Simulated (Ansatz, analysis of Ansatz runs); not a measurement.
# Migration in BaLa2S4 (I-42d): Ba_i hop between interstitial places, charge +2

Aim: the barrier of one jump in BaLa2S4 (I-42d) at charge +2: Ba_i hop between interstitial places. The model is a cell of 56 host atoms with 1 Ba put in; Ba is the atom that moves.

Method: plane-wave PAW DFT, PBEsol; nudged elastic band between two relaxed defect structures at fixed charge in a uniform background, in Ansatz 0.2.0.

**1. The structure**

The cell holds 57 atoms: 9 Ba, 16 La and 32 S. Its edges and angles: a = 12.447 Å, b = 12.447 Å, c = 12.477 Å, α = 59.9°, β = 59.9°, γ = 60.2°. It derives from BaLa2S4 (space group I-42d). Nearest the centre at fractional (0.803, 0.697, 0.363): Ba8 at 1.56 Å, S52 at 1.57 Å, Ba57 at 1.86 Å, S44 at 2.73 Å, La19 at 3.05 Å, S31 at 3.28 Å, La11 at 3.43 Å, La13 at 3.47 Å. The cell carries charge +2.

The cell's shortest repeat is 12.4 Å.

**2. Relaxation of the start point, charge +2**

The ends come first: from an unrelaxed start the top is counted from too high an energy, and the barrier comes out too low. Small random displacements break the symmetry of the ideal sites, so that the defect can distort if it gains by it. The charge of +2 is set by the electron count, and a uniform background keeps the cell neutral.

Contents of qp2.start/input.yaml:

```yaml
crystal:
  lattice:
    - [0.0, 8.82241616, 8.78013777]
    - [8.82241616, 0.0, 8.78013777]
    - [8.82241616, 8.82241616, 0.0]
  atoms:
    - { symbol: Ba, position: [0.125, 0.625, 0.375] }
    - { symbol: Ba, position: [0.375, 0.875, 0.625] }
    - { symbol: Ba, position: [0.625, 0.125, 0.875] }
    - { symbol: Ba, position: [0.875, 0.375, 0.125] }
    - { symbol: Ba, position: [0.0, 0.0, 0.5] }
    - { symbol: Ba, position: [0.25, 0.25, 0.75] }
    - { symbol: Ba, position: [0.5, 0.5, 0.0] }
    - { symbol: Ba, position: [0.75, 0.75, 0.25] }
    - { symbol: La, position: [0.12368136, 1.00131864, 0.12631864] }
    - { symbol: La, position: [0.37368136, 0.25131864, 0.37631864] }
    - { symbol: La, position: [0.62368136, 0.50131864, 0.62631864] }
    - { symbol: La, position: [0.87368136, 0.75131864, 0.87631864] }
    - { symbol: La, position: [-0.00131864, 0.37631864, 0.37368136] }
    - { symbol: La, position: [0.24868136, 0.62631864, 0.62368136] }
    - { symbol: La, position: [0.49868136, 0.87631864, 0.87368136] }
    - { symbol: La, position: [0.74868136, 0.12631864, 0.12368136] }
    - { symbol: La, position: [0.25131864, 0.37368136, -0.00131864] }
    - { symbol: La, position: [0.50131864, 0.62368136, 0.24868136] }
    - { symbol: La, position: [0.75131864, 0.87368136, 0.49868136] }
    - { symbol: La, position: [1.00131864, 0.12368136, 0.74868136] }
    - { symbol: La, position: [0.12631864, 0.74868136, 1.00131864] }
    - { symbol: La, position: [0.37631864, -0.00131864, 0.25131864] }
    - { symbol: La, position: [0.62631864, 0.24868136, 0.50131864] }
    - { symbol: La, position: [0.87631864, 0.49868136, 0.75131864] }
    - { symbol: S, position: [0.23611748, 0.82415068, 0.34321553] }
    - { symbol: S, position: [0.48611748, 0.07415068, 0.59321553] }
    - { symbol: S, position: [0.73611748, 0.32415068, 0.84321553] }
    - { symbol: S, position: [0.98611748, 0.57415068, 0.09321553] }
    - { symbol: S, position: [0.07415068, 0.48611748, 0.84651631] }
    - { symbol: S, position: [0.32415068, 0.73611748, 0.09651631] }
    - { symbol: S, position: [0.57415068, 0.98611748, 0.34651631] }
    - { symbol: S, position: [0.82415068, 0.23611748, 0.59651631] }
    - { symbol: S, position: [0.21821553, 0.97151631, 0.86111748] }
    - { symbol: S, position: [0.46821553, 0.22151631, 0.11111748] }
    - { symbol: S, position: [0.71821553, 0.47151631, 0.36111748] }
    - { symbol: S, position: [0.96821553, 0.72151631, 0.61111748] }
    - { symbol: S, position: [0.11111748, 0.19915068, 0.22151631] }
    - { symbol: S, position: [0.36111748, 0.44915068, 0.47151631] }
    - { symbol: S, position: [0.61111748, 0.69915068, 0.72151631] }
    - { symbol: S, position: [0.86111748, 0.94915068, 0.97151631] }
    - { symbol: S, position: [0.19915068, 0.11111748, 0.46821553] }
    - { symbol: S, position: [0.44915068, 0.36111748, 0.71821553] }
    - { symbol: S, position: [0.69915068, 0.61111748, 0.96821553] }
    - { symbol: S, position: [0.94915068, 0.86111748, 0.21821553] }
    - { symbol: S, position: [0.09321553, 0.34651631, 0.57415068] }
    - { symbol: S, position: [0.34321553, 0.59651631, 0.82415068] }
    - { symbol: S, position: [0.59321553, 0.84651631, 0.07415068] }
    - { symbol: S, position: [0.84321553, 0.09651631, 0.32415068] }
    - { symbol: S, position: [0.09651631, 0.84321553, 0.73611748] }
    - { symbol: S, position: [0.34651631, 0.09321553, 0.98611748] }
    - { symbol: S, position: [0.59651631, 0.34321553, 0.23611748] }
    - { symbol: S, position: [0.84651631, 0.59321553, 0.48611748] }
    - { symbol: S, position: [0.22151631, 0.46821553, 0.19915068] }
    - { symbol: S, position: [0.47151631, 0.71821553, 0.44915068] }
    - { symbol: S, position: [0.72151631, 0.96821553, 0.69915068] }
    - { symbol: S, position: [0.97151631, 0.21821553, 0.94915068] }
    - { symbol: Ba, position: [0.632083, 0.75298, 0.473742] }
total_charge: 2
basis:
  ecutwfc: 420
  xc_grid: 2
hamiltonian:
  xc: pbesol
kpoints:
  mp_grid: { grid: [1, 1, 1], shift: [0.25, 0.25, 0.25] }
scf:
  occupations: { method: fixed }
  max_iter: 150
output:
  forces: true
relax:
  f_tol: 0.02
  max_steps: 70
  random_displacement: { amplitude: 0.03, seed: 2982 }
```

Run with:

```bash
$ ansatz run input.yaml --threads 32 --pin off --max-ram 84787MiB --backend cuda --events-out ev --progress --plain --runs-dir out --max-vram 78GiB
```

Numbers of over 12 decimals in the logs are rounded to 6 here.

Log:

```text
[...]
Engine: ansatz 0.2.0, aarch64-unknown-linux-gnu
[...]
Pseudopotential: Ba, paw, valence charge 10, recommended cutoff 420 eV (normal), Ba.paw.azcp
Pseudopotential: La, paw, valence charge 11, recommended cutoff 420 eV (normal), La.paw.azcp
Pseudopotential: S, paw, valence charge 6, recommended cutoff 420 eV (normal), S.paw.azcp
Functional definition: PBEsol
[...]
Crystal: 57 atoms, lattice volume = 1366.805 Å³
Basis set: ecut = 420 eV, 26637 PW (Γ), exchange–correlation on 180×180×180 points (8 copies of the dense FFT grid, shifted against one another)
Bands: 285, of which v1, the nominal top of the filled ones, is band 228 counted from 1 (227 counted from 0)
[...]
k-points: 1
[...]
Functional: x = pbesol(κ = 0.804, μ = 0.123457), c = pbesol(β = 0.046)
SCF iter   1: F=—  HF=-179797.358549 eV  |F-HF|=—  |Δ(HF+E_count)|=         —  Δρ=8.60e-3  dr2=2.94e0  ethr=1.77e-3  ⟨swp⟩=9.0  Hψ=1138  notcnv=0  defer=55
[...]
SCF iter   2: F=—  HF=-179796.711921 eV  |F-HF|=—  |Δ(HF+E_count)|=   6.47e-1  Δρ=3.06e-3  dr2=2.25e-1  ethr=6.46e-4  ⟨swp⟩=4.0  Hψ=528  notcnv=0  defer=55
[...]
SCF 1 converged in 7 iterations: F = -179796.650821 eV  dr2 = 1.21e-6
[...]
relax step   1: F+E_penalty+E_count = -179796.65082143 eV  Δ(F+E_penalty+E_count) = +0.000e0 eV  max|allowed force component| = 8.973e0 eV/Å  Δτ_max = 0.0000 Å  (7 SCF iters, dr2 threshold 1.00e-5 eV, [...]
[...]
SCF iter   1: F=—  HF=-179800.288746 eV  |F-HF|=—  |Δ(HF+E_count)|=         —  Δρ=4.70e-3  dr2=1.35e0  ethr=2.95e-4  ⟨swp⟩=1.0  Hψ=1151  notcnv=0  defer=52
[...]
SCF iter   2: F=—  HF=-179799.990102 eV  |F-HF|=—  |Δ(HF+E_count)|=   2.99e-1  Δρ=1.95e-3  dr2=1.54e-1  ethr=2.95e-4  ⟨swp⟩=4.0  Hψ=399  notcnv=0  defer=55
[...]
SCF 9 converged in 5 iterations: F = -179802.433868 eV  dr2 = 5.03e-8
[...]
SCF converged after 5 iterations
[...]
```

The job ended after 6.4 s (1 × NVIDIA GB200 with 32 threads of Arm Neoverse V2, shared host; peak memory 1.5 GiB).

Step by step:

| step | energy less that of the first step (eV) | largest force component (eV/Å) |
| --- | --- | --- |
| 1 | 0.0000 | 8.9733 |
| 3 | -5.3148 | 0.8395 |
| 5 | -5.7719 | 0.1581 |
| 7 | -5.7824 | 0.0333 |
| 9 | -5.7830 | 0.0079 |

The atoms that moved most (Å, from the sites as typed, ahead of the random displacement, the mean shift of all atoms taken out):

| atom | dx | dy | dz | length |
| --- | --- | --- | --- | --- |
| La11 | -0.225 | 0.232 | -0.289 | 0.434 |
| Ba8 | -0.342 | -0.167 | 0.159 | 0.413 |
| Ba2 | 0.328 | -0.163 | -0.133 | 0.390 |
| La19 | 0.206 | 0.187 | 0.270 | 0.388 |
| S54 | -0.057 | -0.255 | -0.112 | 0.284 |
| S52 | -0.187 | 0.201 | -0.044 | 0.278 |
| S39 | 0.179 | 0.184 | 0.063 | 0.264 |
| Ba57 | 0.170 | 0.092 | -0.124 | 0.230 |

Neighbours of Ba57 at the end:

| atom | distance (Å) |
| --- | --- |
| S54 | 2.718 |
| S31 | 2.723 |
| S52 | 2.741 |
| S39 | 2.750 |
| Ba8 | 3.067 |
| Ba2 | 3.072 |
| La11 | 3.099 |
| La19 | 3.141 |

Read from the output:

```
free energy                                                                                       : -179802.4339 eV
r.m.s. move of the farther half of the atoms                                                      : 0.06218 Å
largest move from the ideal geometry of this structure, a common shift of the far atoms taken out : 0.4324 Å
```

The relaxation gained 5.783 eV and ended with a largest force component of 0.0079 eV/Å.

**3. Relaxation of the end point, charge +2**

The end point is relaxed in the same cell and settings, so that the two energies compare. Atoms more than 3.2 Å from the middle of the hop start where the first relaxation left them, the nearer ones on or close to their ideal places, with small random displacements.

Contents of qp2.end/input.yaml:

```yaml
crystal:
  lattice:
    - [0.0, 8.82241616, 8.78013777]
    - [8.82241616, 0.0, 8.78013777]
    - [8.82241616, 8.82241616, 0.0]
  atoms:
    - { symbol: Ba, position: [0.12731243, 0.6236187, 0.37359979] }
    - { symbol: Ba, position: [0.34048531, 0.89435428, 0.64198095] }
[... 5 atom lines left out ...]
    - { symbol: Ba, position: [0.75, 0.75, 0.25] }
[... 2 atom lines left out ...]
    - { symbol: La, position: [0.63397023, 0.45802958, 0.64323854] }
[... 1 atom line left out ...]
    - { symbol: La, position: [0.00519129, 0.36995666, 0.37050701] }
[... 5 atom lines left out ...]
    - { symbol: La, position: [0.75131864, 0.87368136, 0.49868136] }
[... 8 atom lines left out ...]
    - { symbol: S, position: [0.99751318, 0.56909658, 0.08438656] }
[... 2 atom lines left out ...]
    - { symbol: S, position: [0.56601526, 1.00508498, 0.33561062] }
[... 3 atom lines left out ...]
    - { symbol: S, position: [0.71793439, 0.47368446, 0.36488942] }
[... 8 atom lines left out ...]
    - { symbol: S, position: [0.94915068, 0.86111748, 0.21821553] }
[... 7 atom lines left out ...]
    - { symbol: S, position: [0.84651631, 0.59321553, 0.48611748] }
[... 1 atom line left out ...]
    - { symbol: S, position: [0.45478508, 0.72213118, 0.43794948] }
[... 2 atom lines left out ...]
    - { symbol: Ba, position: [0.9737, 0.6412, 0.253] }
total_charge: 2
basis:
  ecutwfc: 420
  xc_grid: 2
hamiltonian:
  xc: pbesol
kpoints:
  mp_grid: { grid: [1, 1, 1], shift: [0.25, 0.25, 0.25] }
scf:
  occupations: { method: fixed }
  max_iter: 150
output:
  forces: true
relax:
  f_tol: 0.02
  max_steps: 70
  random_displacement: { amplitude: 0.01, seed: 2982 }
```

Log:

```text
[...]
Crystal: 57 atoms, lattice volume = 1366.805 Å³
Basis set: ecut = 420 eV, 26637 PW (Γ), exchange–correlation on 180×180×180 points (8 copies of the dense FFT grid, shifted against one another)
Bands: 285, of which v1, the nominal top of the filled ones, is band 228 counted from 1 (227 counted from 0)
[...]
k-points: 1
[...]
SCF iter   1: F=—  HF=-179796.841993 eV  |F-HF|=—  |Δ(HF+E_count)|=         —  Δρ=1.23e-2  dr2=8.36e0  ethr=1.77e-3  ⟨swp⟩=9.0  Hψ=1357  notcnv=0  defer=54
[...]
SCF iter   2: F=—  HF=-179795.187100 eV  |F-HF|=—  |Δ(HF+E_count)|=    1.65e0  Δρ=4.10e-3  dr2=5.61e-1  ethr=1.77e-3  ⟨swp⟩=5.0  Hψ=477  notcnv=0  defer=53
[...]
SCF 1 converged in 7 iterations: F = -179795.026988 eV  dr2 = 4.19e-6
[...]
relax step   1: F+E_penalty+E_count = -179795.02698757 eV  Δ(F+E_penalty+E_count) = +0.000e0 eV  max|allowed force component| = 1.091e1 eV/Å  Δτ_max = 0.0000 Å  (7 SCF iters, dr2 threshold 1.00e-5 eV, [...]
[...]
SCF 8 converged in 6 iterations: F = -179802.442439 eV  dr2 = 1.29e-8
[...]
SCF converged after 6 iterations
[...]
```

Elapsed: 5.3 s, on 1 × NVIDIA GB200 with 32 threads; peak memory 1.4 GiB; 21 s of CPU time.

The steps of the relaxation:

| step | energy less that of the first step (eV) | largest force component (eV/Å) |
| --- | --- | --- |
| 1 | 0.0000 | 10.9090 |
| 3 | -6.5502 | 1.0140 |
| 5 | -7.4137 | 0.0282 |
| 7 | -7.4148 | 0.0207 |
| 8 | -7.4155 | 0.0094 |

The atoms that moved most (Å, from the sites as typed, ahead of the random displacement):

| atom | dx | dy | dz | length |
| --- | --- | --- | --- | --- |
| Ba2 | -0.386 | 0.159 | 0.196 | 0.461 |
| La21 | -0.214 | -0.286 | 0.279 | 0.453 |
| Ba8 | 0.173 | -0.343 | -0.165 | 0.419 |
| La11 | 0.233 | -0.222 | 0.251 | 0.408 |
| Ba1 | 0.166 | 0.328 | 0.110 | 0.384 |
| La13 | -0.103 | 0.191 | -0.275 | 0.350 |
| S53 | -0.163 | 0.208 | -0.094 | 0.280 |
| S44 | 0.237 | -0.071 | 0.111 | 0.271 |

Neighbours of Ba57 at the end:

| atom | distance (Å) |
| --- | --- |
| S44 | 2.720 |
| S52 | 2.724 |
| S28 | 2.743 |
| S53 | 2.748 |
| Ba8 | 3.063 |
| Ba1 | 3.081 |
| La21 | 3.100 |
| La13 | 3.140 |

This step gave:

```yaml
free_energy: -179802.4424 eV
r_m_s_move_of_the_farther_half_of_the_atoms: 0.06405 Å
largest_move_from_the_ideal_geometry_of_this_structure_a_common_shift_of_the_far_atoms_taken_out: 0.4312 Å
```

The relaxation gained 7.415 eV and ended with a largest force component of 0.0094 eV/Å. The end lies 0.009 eV below the start.

(Part 1 of 2 ends here.)

[Logs are printed without paths, hosts, clocks, repeated set-up lines and the standing remarks that a program may print on its own settings, such as how far it seeks lower states.]

[Hosts, paths, dates, database ids (printed as entryN), source tags and the programs' standing remarks are cut or masked in the printed files.]
